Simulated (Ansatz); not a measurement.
# ReS2 monolayer (2H): the cell at rest, part 2 of 2

Aim: bring ReS2 monolayer (2H) to small forces and stress, as phonons need.

Ansatz 0.2.0; DFT PBEsol, scalar-relativistic, plane waves, PAW; PAW set soft_1.

So far. Step 2 (Probe on a coarse mesh): The coarse mesh shows no gap.

### Step 4. Relaxing to small forces for the phonons

Phonons need a cell at rest on their own settings, so the relaxation is repeated with tight tolerances on forces and stress on the k mesh and occupations of the first response run.

input.yaml reads:

```yaml
crystal:
  lattice:
    - [3.0032333533, 0.0, 0.0]
    - [-1.5016166766, 2.6008763774, 0.0]
    - [0.0, 0.0, 30.0]
  atoms:
    - { symbol: Re, position: [0.3333333333, 0.6666666667, 0.3333333333] }
    - { symbol: S, position: [0.6666666667, 0.3333333333, 0.3888452567] }
    - { symbol: S, position: [0.6666666667, 0.3333333333, 0.2778214099] }
  periodic: [true, true, false]
kpoints:
  mp_grid: { grid: [18, 18, 1] }
hamiltonian:
  xc: pbesol
  pseudopotentials: { kind: paw, azcp: { folder: soft_1 }, xc_functional: pbe }
scf:
  occupations: { method: methfessel_paxton, width: 0.2 }
output:
  forces: true
  stress: true
  eigenvalues: true
  write_density: true
  write_potential: true
  elf: true
  volumetric_format: npy
relax:
  adjacent_minimum: "off"
  f_tol: 0.001
  max_steps: 60
  cell: { stress_2d_tol: 0.002 }
```

Started as:

```sh
$ ansatz run input.yaml --threads 4 --pin off --max-ram 16384MiB --backend cpu --events-out ev --progress --plain --runs-dir out
```

Numbers of over 12 decimals in the logs are rounded to 6 here.

The log of the run:

```text
[...]
Crystal: 3 atoms, lattice volume = 234.331 Å³
Basis set: ecut = 420 eV, 4409 PW (Γ), exchange–correlation on 48×48×432 points (8 copies of the dense FFT grid, shifted against one another)
Bands: 18, of which v1, the nominal top of the filled ones, is band 14 counted from 1 (13 counted from 0)
Symmetry: 12 space group operations
[...]
--- Relaxed structure (3 steps of the walk, 3 accepted, 1 SCFs on fresh bases) ---
[...]
cell:  # Å, volume = 234.1978 Å³
    - [3.002379, -2.8859299287869797e-11, 0.0]
    - [-1.501189, 2.600136, 0.0]
    - [0.0, 0.0, 30.0]
  atoms:
    - { symbol: Re, position: [0.333333, 0.666667, 0.333333] }
    - { symbol: S, position: [0.666667, 0.333333, 0.388852] }
    - { symbol: S, position: [0.666667, 0.333333, 0.277814] }
[key lines of the parts left out:]
SCF converged after 7 iterations
Free energy (F): -12509.117377 eV
Fermi energy:    -4.355590 eV
P = ½ c Tr σ = 0.0001 N/m
```

It took 22 s on 4 threads of Arm Neoverse V1, shared host; peak memory 0.59 GiB.

Little changed from the start: no atom moved by 0.005 Å and no cell edge by 0.1 %.

Numbers from this step:

```yaml
area_per_atom: 2.602 Å²
```

Electrostatic potential energy in the ac plane at fractional y = 0.333, with atoms of S within 0.2 Å of it. With pseudopotentials it is smooth inside the atoms' cores, unlike the true potential.

Values in eV, 24 rows by 16 columns, each cell a mean:
```
  0   0   0   0   0   0   0   0   0   0   0   0   0   0   0   0
  0   0   0   0   0   0   0   0   0   0   0   0   0   0   0   0
  0   0   0   0   0   0   0   0   0   0   0   0   0   0   0   0
  0   0   0   0   0   0   0   0   0   0   0   0   0   0   0   0
  0   0   0   0   0   0   0   0   0   0   0   0   0   0   0   0
  0   0   0   0   0   0   0   0   0   0   0   0   0   0   0   0
  0   0   0   0   0   0   0   0   0   0   0   0   0   0   0   0
  0   0   0   0   0   0   0   0   0   0   0   0   0   0   0   0
  0   0   0   0   0   0   0   0   0   0   0   0   0   0   0   0
  0   0   0   0   0   0   0   0   0   0   0   0   0   0   0   0
  0   0   0   0   0   0   0   0   0   0   0   0   0   0   0   0
  0   0   0   0   0   0   0   0   0   0   0   0   0   0   0   0
  0   0   0   0   0   0   0   0   0   0   0   0   0   0   0   0
 -1  -1  -1  -1  -1  -1  -2  -2  -3  -5  -6  -6  -5  -4  -3  -2
 -8  -5  -4  -3  -4  -7 -13 -27 -34 -36 -36 -36 -36 -35 -31 -17
-14 -17 -20 -20 -19 -16 -13 -11 -12 -14 -15 -15 -14 -12 -11 -11
-12 -14 -15 -16 -15 -13 -12 -13 -17 -19 -20 -20 -19 -17 -14 -12
 -8  -4  -3  -3  -4  -6 -12 -24 -30 -33 -34 -34 -33 -31 -27 -15
 -1  -1   0   0   0  -1  -1  -1  -2  -2  -2  -2  -2  -2  -1  -1
  0   0   0   0   0   0   0   0   0   0   0   0   0   0   0   0
  0   0   0   0   0   0   0   0   0   0   0   0   0   0   0   0
  0   0   0   0   0   0   0   0   0   0   0   0   0   0   0   0
  0   0   0   0   0   0   0   0   0   0   0   0   0   0   0   0
  0   0   0   0   0   0   0   0   0   0   0   0   0   0   0   0
```
Columns run along a (3.0 Å; values clipped at the 3rd and 97th percentile), rows up along c (30.0 Å). Atoms in or near the plane, at fractional coordinates: S at (0.67, 0.39), S at (0.67, 0.28).

ELF in the ac plane at fractional y = 0.333, with atoms of S within 0.2 Å of it. It is the smooth field of the valence electrons, not physical close to the nuclei.

Values, 24 rows by 16 columns, each cell a mean:
```
0.00 0.00 0.00 0.00 0.00 0.00 0.00 0.00 0.00 0.00 0.00 0.00 0.00 0.00 0.00 0.00
0.00 0.00 0.00 0.00 0.00 0.00 0.00 0.00 0.00 0.00 0.00 0.00 0.00 0.00 0.00 0.00
0.00 0.00 0.00 0.00 0.00 0.00 0.00 0.00 0.00 0.00 0.00 0.00 0.00 0.00 0.00 0.00
0.00 0.00 0.00 0.00 0.00 0.00 0.00 0.00 0.00 0.00 0.00 0.00 0.00 0.00 0.00 0.00
0.00 0.00 0.00 0.00 0.00 0.00 0.00 0.00 0.00 0.00 0.00 0.00 0.00 0.00 0.00 0.00
0.00 0.00 0.00 0.00 0.00 0.00 0.00 0.00 0.00 0.00 0.00 0.00 0.00 0.00 0.00 0.00
0.00 0.00 0.00 0.00 0.00 0.00 0.00 0.00 0.00 0.00 0.00 0.00 0.00 0.00 0.00 0.00
0.00 0.00 0.00 0.00 0.00 0.00 0.00 0.00 0.00 0.00 0.00 0.00 0.00 0.00 0.00 0.00
0.00 0.00 0.00 0.00 0.00 0.00 0.00 0.00 0.00 0.00 0.00 0.00 0.00 0.00 0.00 0.00
0.00 0.00 0.00 0.00 0.00 0.00 0.00 0.00 0.00 0.00 0.00 0.00 0.00 0.00 0.00 0.00
0.00 0.00 0.00 0.00 0.00 0.00 0.00 0.00 0.00 0.00 0.00 0.00 0.00 0.00 0.00 0.00
0.00 0.00 0.00 0.00 0.00 0.00 0.00 0.00 0.00 0.00 0.00 0.00 0.00 0.00 0.00 0.00
0.01 0.01 0.00 0.00 0.01 0.01 0.02 0.03 0.05 0.06 0.07 0.07 0.06 0.05 0.04 0.02
0.30 0.13 0.05 0.04 0.09 0.24 0.43 0.58 0.68 0.73 0.76 0.76 0.75 0.70 0.62 0.49
0.70 0.42 0.20 0.17 0.33 0.62 0.79 0.83 0.72 0.48 0.32 0.30 0.40 0.65 0.82 0.82
0.33 0.29 0.28 0.28 0.29 0.33 0.38 0.43 0.46 0.45 0.42 0.42 0.44 0.46 0.44 0.39
0.39 0.30 0.24 0.24 0.28 0.36 0.46 0.52 0.54 0.50 0.44 0.43 0.48 0.54 0.54 0.48
0.68 0.40 0.18 0.15 0.31 0.60 0.79 0.84 0.75 0.54 0.43 0.41 0.48 0.69 0.83 0.82
0.21 0.09 0.04 0.03 0.06 0.17 0.32 0.46 0.56 0.62 0.65 0.65 0.63 0.58 0.50 0.37
0.01 0.00 0.00 0.00 0.00 0.01 0.01 0.01 0.02 0.03 0.03 0.03 0.03 0.02 0.02 0.01
0.00 0.00 0.00 0.00 0.00 0.00 0.00 0.00 0.00 0.00 0.00 0.00 0.00 0.00 0.00 0.00
0.00 0.00 0.00 0.00 0.00 0.00 0.00 0.00 0.00 0.00 0.00 0.00 0.00 0.00 0.00 0.00
0.00 0.00 0.00 0.00 0.00 0.00 0.00 0.00 0.00 0.00 0.00 0.00 0.00 0.00 0.00 0.00
0.00 0.00 0.00 0.00 0.00 0.00 0.00 0.00 0.00 0.00 0.00 0.00 0.00 0.00 0.00 0.00
```
Columns run along a (3.0 Å), rows up along c (30.0 Å). Atoms in or near the plane, at fractional coordinates: S at (0.67, 0.39), S at (0.67, 0.28).

Valence density in the ac plane at fractional y = 0.333, with atoms of S within 0.2 Å of it. It is the smooth field of the valence electrons, not physical close to the nuclei.

Values in e/Å³, 24 rows by 16 columns, each cell a mean:
```
0.0 0.0 0.0 0.0 0.0 0.0 0.0 0.0 0.0 0.0 0.0 0.0 0.0 0.0 0.0 0.0
0.0 0.0 0.0 0.0 0.0 0.0 0.0 0.0 0.0 0.0 0.0 0.0 0.0 0.0 0.0 0.0
0.0 0.0 0.0 0.0 0.0 0.0 0.0 0.0 0.0 0.0 0.0 0.0 0.0 0.0 0.0 0.0
0.0 0.0 0.0 0.0 0.0 0.0 0.0 0.0 0.0 0.0 0.0 0.0 0.0 0.0 0.0 0.0
0.0 0.0 0.0 0.0 0.0 0.0 0.0 0.0 0.0 0.0 0.0 0.0 0.0 0.0 0.0 0.0
0.0 0.0 0.0 0.0 0.0 0.0 0.0 0.0 0.0 0.0 0.0 0.0 0.0 0.0 0.0 0.0
0.0 0.0 0.0 0.0 0.0 0.0 0.0 0.0 0.0 0.0 0.0 0.0 0.0 0.0 0.0 0.0
0.0 0.0 0.0 0.0 0.0 0.0 0.0 0.0 0.0 0.0 0.0 0.0 0.0 0.0 0.0 0.0
0.0 0.0 0.0 0.0 0.0 0.0 0.0 0.0 0.0 0.0 0.0 0.0 0.0 0.0 0.0 0.0
0.0 0.0 0.0 0.0 0.0 0.0 0.0 0.0 0.0 0.0 0.0 0.0 0.0 0.0 0.0 0.0
0.0 0.0 0.0 0.0 0.0 0.0 0.0 0.0 0.0 0.0 0.0 0.0 0.0 0.0 0.0 0.0
0.0 0.0 0.0 0.0 0.0 0.0 0.0 0.0 0.0 0.0 0.0 0.0 0.0 0.0 0.0 0.0
0.0 0.0 0.0 0.0 0.0 0.0 0.0 0.0 0.0 0.0 0.0 0.0 0.0 0.0 0.0 0.0
0.1 0.0 0.0 0.0 0.0 0.1 0.1 0.1 0.2 0.2 0.3 0.3 0.2 0.2 0.1 0.1
0.4 0.3 0.2 0.2 0.2 0.4 0.6 0.9 1.0 1.0 0.8 0.7 0.9 1.0 0.9 0.7
0.6 0.6 0.7 0.8 0.7 0.6 0.5 0.5 0.5 0.6 0.6 0.6 0.6 0.5 0.5 0.5
0.5 0.5 0.6 0.6 0.6 0.5 0.5 0.6 0.7 0.7 0.7 0.7 0.7 0.7 0.6 0.5
0.4 0.2 0.2 0.1 0.2 0.3 0.5 0.8 0.9 0.9 0.7 0.7 0.8 1.0 0.9 0.6
0.0 0.0 0.0 0.0 0.0 0.0 0.0 0.1 0.1 0.1 0.1 0.1 0.1 0.1 0.1 0.1
0.0 0.0 0.0 0.0 0.0 0.0 0.0 0.0 0.0 0.0 0.0 0.0 0.0 0.0 0.0 0.0
0.0 0.0 0.0 0.0 0.0 0.0 0.0 0.0 0.0 0.0 0.0 0.0 0.0 0.0 0.0 0.0
0.0 0.0 0.0 0.0 0.0 0.0 0.0 0.0 0.0 0.0 0.0 0.0 0.0 0.0 0.0 0.0
0.0 0.0 0.0 0.0 0.0 0.0 0.0 0.0 0.0 0.0 0.0 0.0 0.0 0.0 0.0 0.0
0.0 0.0 0.0 0.0 0.0 0.0 0.0 0.0 0.0 0.0 0.0 0.0 0.0 0.0 0.0 0.0
```
Columns run along a (3.0 Å), rows up along c (30.0 Å). Atoms in or near the plane, at fractional coordinates: S at (0.67, 0.39), S at (0.67, 0.28).

The largest force component left is 0.070 meV/Å, within the tolerances set.

### Step 5. Outcome

```
space group after relaxation (within 0.01 Å) : P-6m2
lattice constant a                           : 3.002 Å
lattice constant b                           : 3.002 Å
area per atom                                : 2.60 Å²
```

In words: The largest force component left is 0.070 meV/Å, within the tolerances set. The relaxation keeps the symmetry of its start, so it says nothing on stability against lower symmetry. The runs are without spin polarisation, although the cell has an odd electron count. Spin-orbit coupling is left out, which can matter for the heavy elements here. The PAW files were made for PBE and serve the other functionals too. The starting cell was built on a prototype and not taken from a measurement.

[Logs are printed without paths, hosts, clocks, repeated set-up lines and the standing remarks that a program may print on its own settings, such as how far it seeks lower states.]

[Hosts, paths, dates, database ids (printed as entryN), source tags and the programs' standing remarks are cut or masked in the printed files.]
